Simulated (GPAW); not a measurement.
Two runs for the F K edge of atom 3 in KCdF3 (Pm-3m). Run A: GPAW, LDA, full core hole (charged cell), 10-atom cell with 6.2 Å between holes, 5×5×5 k points, dipole transitions, Gaussian full width 0.9 eV up to 4 eV, rising linearly to 3.5 eV at 25 eV. Run B differs in one choice.

Energy from the lowest empty level; intensity scaled to a mean of 1 over the first 20 eV:

```
E (eV)     A     B
  -2.0  0.00  0.00
  -1.5  0.00  0.00
  -1.0  0.00  0.00
  -0.5  0.00  0.00
   0.0  0.01  0.01
   0.5  0.05  0.06
   1.0  0.16  0.18
   1.5  0.31  0.37
   2.0  0.57  0.52
   2.5  0.86  0.54
   3.0  1.13  0.62
   3.5  1.06  0.48
   4.0  0.84  0.43
   4.5  1.31  1.00
   5.0  2.06  1.57
   5.5  2.31  1.83
   6.0  2.12  2.11
   6.5  1.98  2.39
   7.0  1.86  2.59
   7.5  1.61  2.40
   8.0  1.25  1.77
   8.5  0.98  1.27
   9.0  0.96  1.18
   9.5  1.05  1.26
  10.0  1.05  1.26
  10.5  0.96  1.09
  11.0  0.76  0.83
  11.5  0.56  0.59
  12.0  0.41  0.43
  12.5  0.33  0.34
  13.0  0.30  0.30
  13.5  0.35  0.34
  14.0  0.49  0.46
  14.5  0.74  0.66
  15.0  1.02  0.92
  15.5  1.28  1.16
  16.0  1.46  1.33
  16.5  1.52  1.40
  17.0  1.45  1.36
  17.5  1.26  1.22
  18.0  1.03  1.04
  18.5  0.82  0.86
  19.0  0.68  0.72
  19.5  0.62  0.66
  20.0  0.63  0.68
  20.5  0.71  0.77
  21.0  0.83  0.91
  21.5  0.96  1.05
  22.0  1.09  1.19
  22.5  1.21  1.30
  23.0  1.32  1.39
  23.5  1.41  1.47
  24.0  1.49  1.53
  24.5  1.56  1.59
  25.0  1.60  1.63
  25.5  1.62  1.65
  26.0  1.62  1.66
  26.5  1.62  1.66
  27.0  1.62  1.66
  27.5  1.61  1.66
  28.0  1.61  1.65
  28.5  1.58  1.63
  29.0  1.53  1.59
  29.5  1.45  1.51
  30.0  1.35  1.41
  30.5  1.24  1.30
  31.0  1.15  1.22
  31.5  1.08  1.15
  32.0  1.03  1.11
```

Q: What was changed?
a) the plane-wave cutoff
b) the volume of the cell
c) the size of the supercell
d) the broadening

(c): run B changes the supercell atoms from 10 to 5. Against the first run the r.m.s. difference is 23 %. Another feature, at 7.1 eV (2.59), becomes the highest below 16 eV; the one at 5.4 eV is gone. Other settings could leave a like mark; this is the one that was changed.

[Banner, clock and machine lines of the logs are left out without a mark of their own.]

[Logs are printed without paths, hosts, clocks, repeated set-up lines and the standing remarks that a program may print on its own settings, such as how far it seeks lower states.]

[Hosts, paths, dates, database ids (printed as entryN), source tags and the programs' standing remarks are cut or masked in the printed files.]

[Lists of maxima count a maximum above −3 eV only where it reaches 4 % of the highest in the window and stands out from its surroundings by 2 % of it (1.5 % where it reaches 55 %); shoulders and weaker maxima are passed over, and of the rest the first, up to two pre-edge ones and the few strongest are named.]
